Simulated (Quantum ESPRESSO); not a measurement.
## NiS2 (Vaesite): spin-resolved density of states

Aim: the densities of states of NiS2 (Vaesite) in the lowest state of several starts.

Program: Quantum ESPRESSO 7.5. Level of theory: PBEsol; plane waves with GBRV 1.5 PBEsol potentials, no spin-orbit coupling. Results are calculated unless marked as measured.

### 1. The structure

It takes space group Pa-3 (No. 205, cubic). Conventional cell: a = 5.687 Å, b = 5.687 Å, c = 5.687 Å, α = 90.00°, β = 90.00°, γ = 90.00°. Nearest to Ni lie 6 S at 2.40 Å. Nearest to S lie 1 S at 2.06 Å and 3 Ni at 2.40 Å. Farther neighbours and most contacts between anions are not listed.

Structure file:

```cif
data_structure
_symmetry_space_group_name_H-M 'Pa-3'
_symmetry_Int_Tables_number 205
_cell_length_a 5.6873
_cell_length_b 5.6873
_cell_length_c 5.6873
_cell_angle_alpha 90.000
_cell_angle_beta 90.000
_cell_angle_gamma 90.000
_cell_volume 183.96
loop_
_atom_site_label
_atom_site_type_symbol
_atom_site_symmetry_multiplicity
_atom_site_Wyckoff_symbol
_atom_site_fract_x
_atom_site_fract_y
_atom_site_fract_z
_atom_site_occupancy
Ni1 Ni 4 a 0.00000 0.00000 0.00000 1
S1 S 8 c 0.39550 0.39550 0.39550 1
```

The cell comes from the Crystallography Open Database.

### 2. Ground-state run

This state came out lowest in a comparison of starts that is told elsewhere.

Contents of pw.in:

```
&CONTROL
  calculation = 'scf'
  prefix = 'pwscf'
  outdir = './tmp'
  pseudo_dir = './pseudo'
  disk_io = 'low'
/
&SYSTEM
  ibrav = 0
  celldm(1) = 8
  nat = 12
  ntyp = 3
  ecutwfc = 40
  ecutrho = 280
  nbnd = 80
  occupations = 'smearing'
  smearing = 'fd'
  degauss = 0.00367493
  nspin = 2
  starting_magnetization(1) = 0.1111
  starting_magnetization(2) = -0.1111
  starting_magnetization(3) = 0
/
&ELECTRONS
  conv_thr = 2.4d-08
  electron_maxstep = 150
  mixing_beta = 0.3
/
ATOMIC_SPECIES
Ni1    58.6934 ni_pbesol_v1.4.uspp.F.UPF
Ni2    58.6934 ni_pbesol_v1.4.uspp.F.UPF
S      32.0600 s_pbesol_v1.4.uspp.F.UPF
CELL_PARAMETERS alat
   1.3434299235730    0.0000000000000    0.0000000000000
   0.0000000000000    1.3434299235730    0.0000000000000
   0.0000000000000    0.0000000000000    1.3434299235730
ATOMIC_POSITIONS crystal
Ni1     0.0000000000    0.0000000000    0.0000000000
Ni1     0.5000000000    0.0000000000    0.5000000000
Ni2     0.5000000000    0.5000000000    0.0000000000
Ni2     0.0000000000    0.5000000000    0.5000000000
S       0.3955000000    0.3955000000    0.3955000000
S       0.1045000000    0.6045000000    0.8955000000
S       0.8955000000    0.1045000000    0.6045000000
S       0.6045000000    0.8955000000    0.1045000000
S       0.6045000000    0.6045000000    0.6045000000
S       0.8955000000    0.3955000000    0.1045000000
S       0.1045000000    0.8955000000    0.3955000000
S       0.3955000000    0.1045000000    0.8955000000
K_POINTS automatic
4 4 4 0 0 0
```

On the command line:

```console
OMP_NUM_THREADS=1 mpirun -n 4 pw.x -nk 4 -in pw.in > pw.out
```

What it wrote:

```text
Program PWSCF v.7.5 starts

     Message from routine setup:
     using ibrav=0 with symmetry is DISCOURAGED, use correct ibrav instead

     K-points division:     npool     =       4
     Subspace diagonalization in iterative solution of the eigenvalue problem:

     bravais-lattice index     =            0
     lattice parameter (alat)  =       8.0000  a.u.
     unit-cell volume          =    1241.4094 (a.u.)^3
     number of atoms/cell      =           12
     number of atomic types    =            3
     number of electrons       =       120.00
     number of Kohn-Sham states=           80
     kinetic-energy cutoff     =      40.0000  Ry
     charge density cutoff     =     280.0000  Ry
     scf convergence threshold =      2.4E-08
     mixing beta               =       0.3000
     number of iterations used =            8  plain     mixing
     Exchange-correlation= SLA  PW   PSX  PSC
                           (   1   4  10   8   0   0   0)

     celldm(1)=   8.000000  celldm(2)=   0.000000  celldm(3)=   0.000000
     celldm(4)=   0.000000  celldm(5)=   0.000000  celldm(6)=   0.000000

     crystal axes: (cart. coord. in units of alat)
               a(1) = (   1.343430   0.000000   0.000000 )
               a(2) = (   0.000000   1.343430   0.000000 )
               a(3) = (   0.000000   0.000000   1.343430 )

     reciprocal axes: (cart. coord. in units 2 pi/alat)
               b(1) = (  0.744363  0.000000  0.000000 )
               b(2) = (  0.000000  0.744363  0.000000 )
               b(3) = (  0.000000  0.000000  0.744363 )

     PseudoPot. # 1 for Ni read from file:
     ni_pbesol_v1.4.uspp.F.UPF
     Pseudo is Ultrasoft + core correction, Zval = 18.0

     PseudoPot. # 2 for Ni read from file:
     ni_pbesol_v1.4.uspp.F.UPF
     Pseudo is Ultrasoft + core correction, Zval = 18.0

     PseudoPot. # 3 for S  read from file:
     s_pbesol_v1.4.uspp.F.UPF
     Pseudo is Ultrasoft + core correction, Zval =  6.0

     atomic species   valence    mass     pseudopotential
     Ni1              18.00    58.69340     Ni( 1.00)
     Ni2              18.00    58.69340     Ni( 1.00)
     S                 6.00    32.06000     S ( 1.00)

     Starting magnetic structure
     atomic species   magnetization
     Ni1             0.111
     Ni2            -0.111
     S               0.000

      4 Sym. Ops., with inversion, found ( 2 have fractional translation)

   Cartesian axes

     site n.     atom                  positions (alat units)
         1        Ni1    tau(   1) = (   0.0000000   0.0000000   0.0000000  )
         2        Ni1    tau(   2) = (   0.6717150   0.0000000   0.6717150  )
         3        Ni2    tau(   3) = (   0.6717150   0.6717150   0.0000000  )
         4        Ni2    tau(   4) = (   0.0000000   0.6717150   0.6717150  )
         5        S      tau(   5) = (   0.5313265   0.5313265   0.5313265  )
         6        S      tau(   6) = (   0.1403884   0.8121034   1.2030415  )
         7        S      tau(   7) = (   1.2030415   0.1403884   0.8121034  )
         8        S      tau(   8) = (   0.8121034   1.2030415   0.1403884  )
         9        S      tau(   9) = (   0.8121034   0.8121034   0.8121034  )
        10        S      tau(  10) = (   1.2030415   0.5313265   0.1403884  )
        11        S      tau(  11) = (   0.1403884   1.2030415   0.5313265  )
        12        S      tau(  12) = (   0.5313265   0.1403884   1.2030415  )

     number of k points=    30  Fermi-Dirac smearing, width (Ry)=  0.0037
                       cart. coord. in units 2pi/alat
        k(    1) = (   0.0000000   0.0000000   0.0000000), wk =   0.0156250
        k(    2) = (   0.0000000   0.0000000   0.1860908), wk =   0.0312500
        k(    3) = (   0.0000000   0.0000000  -0.3721817), wk =   0.0156250
        k(    4) = (   0.0000000   0.1860908   0.1860908), wk =   0.0625000
        k(    5) = (   0.0000000   0.1860908  -0.3721817), wk =   0.0312500
        [... 25 further k-points ...]

     Dense  grid:    98289 G-vectors     FFT dimensions: (  60,  60,  60)

     Smooth grid:    42499 G-vectors     FFT dimensions: (  48,  45,  48)

     Check: negative core charge=   -0.000007
     Generating pointlists ...
     new r_m :   0.2340 (alat units)  1.8718 (a.u.) for type    1
     new r_m :   0.2340 (alat units)  1.8718 (a.u.) for type    2
     new r_m :   0.2006 (alat units)  1.6049 (a.u.) for type    3

     Initial potential from superposition of free atoms

     starting charge     111.9997, renormalised to     120.0000
     Starting wfcs are   84 randomized atomic wfcs

     Self-consistent Calculation

     iteration #  1     ecut=    40.00 Ry     beta= 0.30
     Davidson diagonalization with overlap
     ethr =  1.00E-02,  avg # of iterations =  5.5

     total energy              =   -1496.34370542 Ry
     estimated scf accuracy    <     187.22359393 Ry

     total magnetization       =    -0.00 Bohr mag/cell
     absolute magnetization    =     1.30 Bohr mag/cell

     iteration #  2     ecut=    40.00 Ry     beta= 0.30
     Davidson diagonalization with overlap
     ethr =  1.00E-02,  avg # of iterations =  3.0

     total energy              =   -1565.87041081 Ry
     estimated scf accuracy    <      91.49436095 Ry

     total magnetization       =     0.00 Bohr mag/cell
     absolute magnetization    =     0.38 Bohr mag/cell

     [... further iterations left out ...]

     iteration # 19     ecut=    40.00 Ry     beta= 0.30
     Davidson diagonalization with overlap
     ethr =  5.77E-10,  avg # of iterations =  1.2

     total energy              =   -1564.71029177 Ry
     estimated scf accuracy    <       0.00000004 Ry

     total magnetization       =     0.00 Bohr mag/cell
     absolute magnetization    =     2.29 Bohr mag/cell

     iteration # 20     ecut=    40.00 Ry     beta= 0.30
     Davidson diagonalization with overlap
     ethr =  3.00E-11,  avg # of iterations =  4.0

     Magnetic moment per site  (integrated on atomic sphere of radius R)
     atom   1 (R=0.234)  charge= 16.4286  magn=  0.4597
     atom   2 (R=0.234)  charge= 16.4286  magn=  0.4597
     atom   3 (R=0.234)  charge= 16.4286  magn= -0.4597
     atom   4 (R=0.234)  charge= 16.4286  magn= -0.4597
     atom   5 (R=0.201)  charge=  3.0325  magn= -0.0130
     atom   6 (R=0.201)  charge=  3.0325  magn= -0.0130
     atom   7 (R=0.201)  charge=  3.0325  magn=  0.0130
     atom   8 (R=0.201)  charge=  3.0325  magn=  0.0130
     atom   9 (R=0.201)  charge=  3.0325  magn= -0.0130
     atom  10 (R=0.201)  charge=  3.0325  magn= -0.0130
     atom  11 (R=0.201)  charge=  3.0325  magn=  0.0130
     atom  12 (R=0.201)  charge=  3.0325  magn=  0.0130

     End of self-consistent calculation

     [... lines left out ...]
     the Fermi energy is    10.6289 ev

!    total energy              =   -1564.71029194 Ry
     estimated scf accuracy    <       0.00000001 Ry
     smearing contrib. (-TS)   =      -0.00501345 Ry
     internal energy E=F+TS    =   -1564.70527849 Ry

     The total energy is F=E-TS. E is the sum of the following terms:
     one-electron contribution =   -1140.90159910 Ry
     hartree contribution      =     626.86899528 Ry
     xc contribution           =    -207.64001472 Ry
     ewald contribution        =    -843.03265995 Ry

     total magnetization       =    -0.00 Bohr mag/cell
     absolute magnetization    =     2.29 Bohr mag/cell

     convergence has been achieved in  20 iterations

=------------------------------------------------------------------------------=
   JOB DONE.
=------------------------------------------------------------------------------=
```

It took 2.1 min on 4 MPI ranks of AMD EPYC 9R45 (Zen 5), shared host; peak memory 1.2 GiB; 8.3 min of CPU time.

Spin moment in the atom's sphere by atom:

```
atom  spin moment in the atom's sphere (μB)
 Ni1                                  0.460
 Ni2                                  0.460
 Ni3                                 -0.460
 Ni4                                 -0.460
  S5                                 -0.013
  S6                                 -0.013
  S7                                  0.013
  S8                                  0.013
  S9                                 -0.013
 S10                                 -0.013
 S11                                  0.013
 S12                                  0.013
```

This step gave:

```
smearing term TS       : 0.06821 eV
magnetization          : 0 μB
absolute magnetization : 2.286 μB
final state            : antiferromagnetic
```

(Continued in part 2 of 2.)

[Logs and program files are shortened in this print: banners, set-up blocks, solver, clock and traceback lines can be left out without a mark of their own.]

[Logs are printed without paths, hosts, clocks, repeated set-up lines and the standing remarks that a program may print on its own settings, such as how far it seeks lower states.]

[Hosts, paths, dates, database ids (printed as entryN), source tags and the programs' standing remarks are cut or masked in the printed files.]

[Where a cell is said to come from a database of computed structures, the database is the Materials Project.]
